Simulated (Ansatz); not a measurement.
# Phonons of SnTe (Fm-3m) against volume, part 2 of 2

Aim: how do the optical modes of SnTe (Fm-3m) move with volume?

Ansatz 0.2.0; DFT PBEsol, scalar-relativistic, plane waves, PAW; PAW set soft_1.

So far. Step 3 (Tight relaxation): The forces vanish by symmetry and the pressure is 0.006 GPa, within the tolerances set. The cell now holds 31.08 Å³/atom.

The database entry behind the starting cell differs from later determinations by our own check (about 0.3 % short), so it need not match the best structure at ambient conditions.

**4. Modes at rest**

The force constants come from the linear response of the density to a displacement.

The modes at rest are the reference of the series.

input.yaml

```yaml
crystal:
  lattice:
    - [0.0, 3.14413105, 3.14413105]
    - [3.14413105, 0.0, 3.14413105]
    - [3.14413105, 3.14413105, 0.0]
  atoms:
    - { symbol: Sn, position: [0.0, 0.0, 0.0] }
    - { symbol: Te, position: [0.5, 0.5, 0.5] }
kpoints:
  mp_grid: { grid: [12, 12, 12] }
hamiltonian:
  xc: pbesol
  pseudopotentials: { kind: paw, azcp: { folder: soft_1 }, xc_functional: pbe }
scf:
  occupations: { method: gaussian, width: 0.01 }
output:
  eigenvalues: true
phonons:
  method: dfpt
```

Started as:

```sh
$ ansatz run input.yaml --threads 4 --pin off --max-ram 10240MiB --backend cpu --events-out ev --progress --plain --runs-dir out
```

Numbers of over 12 decimals in the logs are rounded to 6 here.

What it wrote:

```text
[...]
Crystal: 2 atoms, lattice volume = 62.163 Å³
Basis set: ecut = 420 eV, 1243 PW (Γ), exchange–correlation on 60×60×60 points (8 copies of the dense FFT grid, shifted against one another)
Bands: 19, of which v1, the nominal top of the filled ones, is band 15 counted from 1 (14 counted from 0)
Symmetry: 48 space group operations
k-points: 163 of 1728 (irreducible under 8 space group operations, time reversal used)
[...]
SCF iter   1: F=—  HF=-12852.013042 eV  |F-HF|=—  |Δ(HF+E_count)|=         —  Δρ=1.07e-2  dr2=7.04e-2  ethr=3.10e-3  ⟨swp⟩=7.6  Hψ=17992  notcnv=0
[...]
SCF iter   8: F=-12852.007747 eV  HF=-12852.007747 eV  |F-HF|=0.00e0  |Δ(HF+E_count)|=  3.57e-10  Δρ=1.42e-7  dr2=8.14e-12  ethr=1.00e-12  ⟨swp⟩=5.7  Hψ=18390  notcnv=0
SCF 1 converged in 8 iterations: F = -12852.007747 eV  dr2 = 8.14e-12
[...]
DFPT response loops at Γ: preconditioner auto → Resta (q_TF=auto, 2.416 Å⁻¹)  ε∞=19.3 (no band partly filled); β = 1.00, the filter's whole step (`scf.mixing.beta` (0.50) is not read by the response loops at its default; to damp them type it under 1.00, their step now; it binds the ground state too); Broyden in place of MSR1
SCF converged after 8 iterations
Free energy (F): -12852.007747 eV
[...]
Internal energy: -12852.007747 eV  (E = F + TS)
E sigma→0 (E₀):  -12852.007747 eV
Fermi energy:    9.673012 eV
[...]
--- Band table (eV; the first three rows and the last of 163) ---
  k-point 0: bands = [... 11 lower, 4.9532, 7.4980, 7.4980, 7.4980, 12.9951, 12.9951, 12.9951, 14.3751]
  k-point 1: bands = [... 11 lower, 4.5966, 7.5075, 7.5075, 7.7574, 12.6491, 12.6491, 12.6595, 14.3046]
  k-point 2: bands = [... 11 lower, 3.8203, 7.5401, 7.5401, 8.2469, 11.9401, 11.9401, 11.9717, 14.3353]
  k-point 162: bands = [... 11 lower, 2.2395, 4.7645, 4.7645, 8.8331, 10.4732, 14.2282, 14.2282, 15.7201]
--- Phonons (Γ-DFPT): 2 representative perturbations + reference, on 163 of 1728 k-points (Σ response iterations 6) ---
  k mesh reduced under 8 symmetry operations, with k and −k counted as one. Each operation leaves every solved perturbation unchanged. A smaller set is not used because it would not reduce the number of displacements times k-points to solve
  ASR residual: 1.573e-4 → 0.000e0 eV/Å²; symmetrization residual: 7.803e-7 eV/Å²
  ASR residual per site (eV/Å²): 4.24e-5 1.57e-4
  Γ frequencies (cm⁻¹): 0.00 0.00 0.00 27.41 27.41 27.41
  non-analytic LO–TO correction: not included (Born effective charges unavailable; polar crystals: no LO–TO splitting at Γ)
```

Wall time 10 s (4 threads of Intel Xeon at 2.60GHz (Ice Lake), shared host); peak memory 0.87 GiB; 37 s of CPU time.

This step gave:

| Property | Result |
| --- | --- |
| sum-rule residual before enforcement | 1.57e-4 eV/Å² |
| point group | m-3m |
| highest optical mode at the zone centre (no LO-TO term) | 27.41 cm⁻¹ |
| lowest optical zone-centre mode | 27.41 cm⁻¹ |

Without the LO-TO term. Patterns of degenerate modes are one choice out of their space. Modes at Γ, with each element's share of the kinetic energy:

| mode | frequency (cm⁻¹) | symmetry | Sn % | Te % |
| --- | --- | --- | --- | --- |
| 1 | 0.0 | acoustic | 48 | 52 |
| 2 | 0.0 | acoustic | 48 | 52 |
| 3 | 0.0 | acoustic | 48 | 52 |
| 4 | 27.4 | T1u | 52 | 48 |
| 5 | 27.4 | T1u | 52 | 48 |
| 6 | 27.4 | T1u | 52 | 48 |

Displacements in mode 5 (27.4 cm⁻¹), the largest set to 1:
```
Sn1  0.00  1.00 -0.06
Te2  0.00 -0.93  0.06
```

Before it was imposed, the acoustic sum rule was missed by 1.6e-4 eV/Å². Small misses are needed for a sound result but don't prove that mesh and cutoff are converged. The lowest optical mode is real, 27.4 cm⁻¹.

**5. Ground state of a member: 1.02 times the volume at rest**

The cell is set to 1.02 times the volume at rest; symmetry leaves nothing else free, so this is a single point.

input.yaml, the sections that differ from step 4:

```yaml
crystal:
  lattice:
    - [0.0, 3.1649537168, 3.1649537168]
    - [3.1649537168, 0.0, 3.1649537168]
    - [3.1649537168, 3.1649537168, 0.0]
  atoms:
    - { symbol: Sn, position: [0.0, 0.0, 0.0] }
    - { symbol: Te, position: [0.5, 0.5, 0.5] }
output:
  forces: true
  stress: true
  eigenvalues: true
# kpoints, hamiltonian, scf: as in step 4
# phonons: removed
```

What it wrote:

```text
[...]
Crystal: 2 atoms, lattice volume = 63.406 Å³
Basis set: ecut = 420 eV, 1243 PW (Γ), exchange–correlation on 60×60×60 points (8 copies of the dense FFT grid, shifted against one another)
Bands: 19, of which v1, the nominal top of the filled ones, is band 15 counted from 1 (14 counted from 0)
Symmetry: 48 space group operations
[...]
k-points: 72 of 1728
[...]
SCF iter   1: F=—  HF=-12852.011259 eV  |F-HF|=—  |Δ(HF+E_count)|=         —  Δρ=1.07e-2  dr2=7.55e-2  ethr=3.10e-3  ⟨swp⟩=7.6  Hψ=7901  notcnv=0
[...]
SCF iter   6: F=-12852.004254 eV  HF=-12852.004254 eV  |F-HF|=1.96e-9  |Δ(HF+E_count)|=   3.04e-7  Δρ=5.67e-6  dr2=1.09e-8  ethr=2.92e-10  ⟨swp⟩=3.8  Hψ=6857  notcnv=0
SCF 1 converged in 6 iterations: F = -12852.004254 eV  dr2 = 1.09e-8
[...]
SCF converged after 6 iterations
Free energy (F): -12852.004254 eV
[...]
Internal energy: -12852.004254 eV  (E = F + TS)
E sigma→0 (E₀):  -12852.004254 eV
Fermi energy:    9.355845 eV
[...]
--- Stress (GPa, compression-positive) ---
       -0.889999       0.000000       0.000000
        0.000000      -0.889999      -0.000000
        0.000000       0.000000      -0.889999
  P = ⅓ Tr σ = -0.8900 GPa (-8.900 kbar)
--- Band table (eV; the first three rows and the last of 72) ---
  k-point 0: bands = [... 11 lower, 4.5751, 7.2514, 7.2514, 7.2514, 12.6521, 12.6521, 12.6521, 14.1087]
  k-point 1: bands = [... 11 lower, 4.2475, 7.2610, 7.2610, 7.4861, 12.3185, 12.3185, 12.3241, 14.0389]
  k-point 2: bands = [... 11 lower, 3.5167, 7.2935, 7.2935, 7.9439, 11.6286, 11.6286, 11.6455, 14.0665]
  k-point 71: bands = [... 11 lower, 2.0045, 4.5886, 4.5886, 8.5323, 10.1728, 13.9212, 13.9212, 15.3340]
```

The job ended after 1.2 s (4 threads; peak memory 0.45 GiB).

This step gave:

| Property | Result |
| --- | --- |
| pressure | -0.8900 GPa |
| gap on the k-mesh | 0.1022 eV |
| volume per atom | 31.70 Å³ |

The forces vanish by symmetry, at a pressure of -0.89 GPa.

**6. Zone-centre modes of the member: 1.02 times the volume at rest**

The zone-centre modes follow for 1.02 times the volume at rest.

Edit input.yaml of step 5 so:

```diff
@@ -16,4 +16,4 @@
 output:
-  forces: true
-  stress: true
   eigenvalues: true
+phonons:
+  method: dfpt
```

What it wrote:

```text
[...]
Crystal: 2 atoms, lattice volume = 63.406 Å³
Basis set: ecut = 420 eV, 1243 PW (Γ), exchange–correlation on 60×60×60 points (8 copies of the dense FFT grid, shifted against one another)
Bands: 19, of which v1, the nominal top of the filled ones, is band 15 counted from 1 (14 counted from 0)
Symmetry: 48 space group operations
k-points: 163 of 1728 (irreducible under 8 space group operations, time reversal used)
[...]
SCF iter   1: F=—  HF=-12852.011274 eV  |F-HF|=—  |Δ(HF+E_count)|=         —  Δρ=1.07e-2  dr2=7.55e-2  ethr=3.10e-3  ⟨swp⟩=7.6  Hψ=17924  notcnv=0
[...]
SCF iter   8: F=-12852.004254 eV  HF=-12852.004254 eV  |F-HF|=1.82e-12  |Δ(HF+E_count)|=  2.02e-10  Δρ=1.36e-7  dr2=6.78e-12  ethr=1.00e-12  ⟨swp⟩=5.5  Hψ=17926  notcnv=0
SCF 1 converged in 8 iterations: F = -12852.004254 eV  dr2 = 6.78e-12
[...]
SCF converged after 8 iterations
Free energy (F): -12852.004254 eV
[...]
Internal energy: -12852.004254 eV  (E = F + TS)
E sigma→0 (E₀):  -12852.004254 eV
Fermi energy:    9.355859 eV
[...]
--- Band table (eV; the first three rows and the last of 163) ---
  k-point 0: bands = [... 11 lower, 4.5751, 7.2514, 7.2514, 7.2514, 12.6521, 12.6521, 12.6521, 14.1087]
  k-point 1: bands = [... 11 lower, 4.2475, 7.2610, 7.2610, 7.4862, 12.3185, 12.3185, 12.3241, 14.0389]
  k-point 2: bands = [... 11 lower, 3.5167, 7.2935, 7.2935, 7.9440, 11.6286, 11.6286, 11.6455, 14.0665]
  k-point 162: bands = [... 11 lower, 2.0045, 4.5886, 4.5886, 8.5324, 10.1727, 13.9212, 13.9212, 15.3340]
[...]
ASR residual: 9.845e-5 → 0.000e0 eV/Å²; symmetrization residual: 6.584e-6 eV/Å²
  ASR residual per site (eV/Å²): 4.41e-5 9.85e-5
  Γ frequencies (cm⁻¹): -18.30 -18.30 -18.30 0.00 0.00 0.00
[...]
```

Wall time 11 s (4 threads); peak memory 0.88 GiB; 40 s of CPU time.

Numbers from this step:

```yaml
sum_rule_residual_before_enforcement: 9.85e-5 eV/Å²
highest_optical_mode_at_the_zone_centre_no_lo_to_term: -18.3 cm⁻¹
lowest_optical_zone_centre_mode: -18.3 cm⁻¹
```

Without the LO-TO term. Patterns of degenerate modes are one choice out of their space. The modes at Γ (shares of kinetic energy by element, %) (negative means imaginary):

| mode | frequency (cm⁻¹) | symmetry | Sn % | Te % |
| --- | --- | --- | --- | --- |
| 1 | -18.3 | T1u | 52 | 48 |
| 2 | -18.3 | T1u | 52 | 48 |
| 3 | -18.3 | T1u | 52 | 48 |
| 4 | 0.0 | acoustic | 48 | 52 |
| 5 | 0.0 | acoustic | 48 | 52 |
| 6 | 0.0 | acoustic | 48 | 52 |

Displacements in mode 1 (-18.3 cm⁻¹), the largest set to 1:
```
Sn1  0.00  0.00  1.00
Te2  0.00  0.00 -0.93
```

The optical mode without the LO-TO term lies at -18.3 cm⁻¹.

Between step 4 and this run (volume ratio 1.02) the value for the highest optical mode at the zone centre (no LO-TO term) moves from 27.4 cm⁻¹ to -18.3 cm⁻¹.

**7. Ground state of a member: 0.9 times the volume at rest**

The cell is set to 0.9 times the volume at rest; symmetry leaves nothing else free, so this is a single point.

input.yaml, the sections that differ from step 6:

```yaml
crystal:
  lattice:
    - [0.0, 3.0356251526, 3.0356251526]
    - [3.0356251526, 0.0, 3.0356251526]
    - [3.0356251526, 3.0356251526, 0.0]
  atoms:
    - { symbol: Sn, position: [0.0, 0.0, 0.0] }
    - { symbol: Te, position: [0.5, 0.5, 0.5] }
output:
  forces: true
  stress: true
  eigenvalues: true
# kpoints, hamiltonian, scf: as in step 6
# phonons: removed
```

What it wrote:

```text
[...]
Crystal: 2 atoms, lattice volume = 55.947 Å³
Basis set: ecut = 420 eV, 1067 PW (Γ), exchange–correlation on 60×60×60 points (8 copies of the dense FFT grid, shifted against one another)
Bands: 19, of which v1, the nominal top of the filled ones, is band 15 counted from 1 (14 counted from 0)
Symmetry: 48 space group operations
[...]
k-points: 72 of 1728
[...]
--- Band table (eV; the first three rows and the last of 72) ---
  k-point 0: bands = [... 11 lower, 7.1139, 8.8994, 8.8994, 8.8994, 14.9140, 14.9140, 14.9140, 15.8830]
  k-point 1: bands = [... 11 lower, 6.5429, 8.9088, 8.9088, 9.3481, 14.4978, 14.4978, 14.5291, 15.8116]
  k-point 2: bands = [... 11 lower, 5.4989, 8.9423, 8.9423, 10.0207, 13.6851, 13.6851, 13.7969, 15.8578]
  k-point 71: bands = [... 11 lower, 3.5414, 5.7627, 5.7627, 10.5531, 12.1725, 15.8828, 15.8828, 17.9728]
[key lines of the parts left out:]
SCF converged after 6 iterations
Free energy (F): -12851.896261 eV
Fermi energy:    11.364753 eV
P = ⅓ Tr σ = 6.3203 GPa (63.203 kbar)
```

It took 0.99 s on 4 threads; peak memory 0.45 GiB; 3.2 s of CPU time.

Numbers from this step:

| Property | Result |
| --- | --- |
| pressure | 6.320 GPa |
| gap on the k-mesh | 0.2883 eV |
| volume per atom | 27.97 Å³ |

The forces vanish by symmetry, at a pressure of 6.32 GPa.

**8. Zone-centre modes of the member: 0.9 times the volume at rest**

The zone-centre modes follow for 0.9 times the volume at rest.

Edit input.yaml of step 7 so:

```diff
@@ -14,6 +14,6 @@
 scf:
-  occupations: { method: gaussian, width: 0.01 }
+  occupations: { method: fixed }
 output:
-  forces: true
-  stress: true
   eigenvalues: true
+phonons:
+  method: dfpt
```

What it wrote:

```text
[...]
Crystal: 2 atoms, lattice volume = 55.947 Å³
Basis set: ecut = 420 eV, 1067 PW (Γ), exchange–correlation on 60×60×60 points (8 copies of the dense FFT grid, shifted against one another)
Bands: 19, of which v1, the nominal top of the filled ones, is band 15 counted from 1 (14 counted from 0)
Symmetry: 48 space group operations
k-points: 163 of 1728 (irreducible under 8 space group operations, time reversal used)
[...]
k-point 1: bands = [... 11 lower, 6.5429, 8.9088, 8.9088, 9.3480, 14.4978, 14.4978, 14.5290, 15.8116]
  k-point 2: bands = [... 11 lower, 5.4988, 8.9422, 8.9422, 10.0207, 13.6851, 13.6851, 13.7969, 15.8579]
  k-point 162: bands = [... 11 lower, 3.5413, 5.7626, 5.7626, 10.5530, 12.1724, 15.8829, 15.8829, 17.9728]
[...]
ASR residual: 2.123e-4 → 0.000e0 eV/Å²; symmetrization residual: 8.368e-6 eV/Å²
  ASR residual per site (eV/Å²): 3.25e-6 2.12e-4
  Γ frequencies (cm⁻¹): 0.00 0.00 0.00 79.55 79.55 79.55
[...]
[key lines of the parts left out:]
SCF converged after 8 iterations
Free energy (F): -12851.896261 eV
Fermi energy:    11.220738 eV
```

It took 9.4 s on 4 threads; peak memory 0.82 GiB.

This step gave:

```yaml
sum_rule_residual_before_enforcement: 2.12e-4 eV/Å²
highest_optical_mode_at_the_zone_centre_no_lo_to_term: 79.55 cm⁻¹
lowest_optical_zone_centre_mode: 79.55 cm⁻¹
```

Without the LO-TO term. Patterns of degenerate modes are one choice out of their space. The modes at Γ (shares of kinetic energy by element, %):

| mode | frequency (cm⁻¹) | symmetry | Sn % | Te % |
| --- | --- | --- | --- | --- |
| 1 | 0.0 | acoustic | 48 | 52 |
| 2 | 0.0 | acoustic | 48 | 52 |
| 3 | 0.0 | acoustic | 48 | 52 |
| 4 | 79.5 | T1u | 52 | 48 |
| 5 | 79.5 | T1u | 52 | 48 |
| 6 | 79.5 | T1u | 52 | 48 |

The optical mode without the LO-TO term lies at 79.5 cm⁻¹.

For the highest optical mode at the zone centre (no LO-TO term), step 4 gave 27.4 cm⁻¹; this run, with occupations fixed and volume ratio 0.9, gives 79.5 cm⁻¹ (+190 %).

**9. The series together**

The members are set side by side, also those not shown above.

Each row is one cell with its response, relaxed at fixed volume as far as symmetry leaves anything free; energies are extrapolated to zero smearing, and E0 is that at rest; imaginary frequencies occur in the series; members with a gap under 0.05 eV are left out; shape and atoms are relaxed in each cell where symmetry leaves them free. State of the crystal along the series:

| volume ratio | V (Å³/atom) | pressure (GPa) | E - E0 (meV/atom) | gap on mesh (eV) |
| --- | --- | --- | --- | --- |
| 0.9 | 27.97 | 6.32 | 55.74 | 0.2883 |
| 0.92 | 28.59 | 4.763 | 34.3 | 0.3132 |
| 0.94 | 29.22 | 3.369 | 18.57 | 0.3232 |
| 0.96 | 29.84 | 2.123 | 7.964 | 0.2857 |
| 0.98 | 30.46 | 1.006 | 1.932 | 0.2216 |
| 0.99 | 30.77 | 0.4927 | 0.4835 | 0.1907 |
| 1 | 31.08 | 0.006331 | 0 | 0.1605 |
| 1.02 | 31.7 | -0.89 | 1.747 | 0.1022 |

Each mode is tracked from rest by its pattern, and modes that stay within 0.3 cm⁻¹ of each other stand once; imaginary frequencies occur in the series; members with a gap under 0.05 eV are left out; shape and atoms are relaxed in each cell where symmetry leaves them free. Optical modes along the series:

| V (Å³/atom) | mode 4 T1u (cm⁻¹) |
| --- | --- |
| 27.97 | 79.55 |
| 28.59 | 71.41 |
| 29.22 | 62.77 |
| 29.84 | 53.3 |
| 30.46 | 42.26 |
| 30.77 | 35.62 |
| 31.08 | 27.41 |
| 31.7 | -18.3 |

**10. Summary of results**

```yaml
members: 8
highest_optical_mode_at_the_zone_centre_no_lo_to_term_at_rest: 27.41 cm⁻¹
bulk_modulus_at_rest: 47.4 GPa
```

What this shows: The series spans -0.9 to 6.3 GPa, and the slope at rest gives a bulk modulus of 47 GPa. A mode is imaginary at volume ratio 1.02, where this structure is not a minimum. The gap on the mesh falls to 0.10 eV within the series. One k mesh and one cutoff serve the ground states and modes of all volumes. At volume ratio 1.04 and 1.06 the gap on the mesh is under 0.05 eV, where mesh and smearing no longer suit, so these members are left out. These are harmonic frequencies at zero temperature: anharmonic shifts, linewidths and thermal expansion are left out. Spin-orbit coupling is left out, which can matter for the heavy elements here. The PAW files were made for PBE; the program adapts parts of them to the functional of the run, but their partial waves stay those of PBE, an approximation that was not tested in this session. Only the zone centre was solved, so an instability at another wavevector cannot show here.

[Logs are printed without paths, hosts, clocks, repeated set-up lines and the standing remarks that a program may print on its own settings, such as how far it seeks lower states.]

[Hosts, paths, dates, database ids (printed as entryN), source tags and the programs' standing remarks are cut or masked in the printed files.]
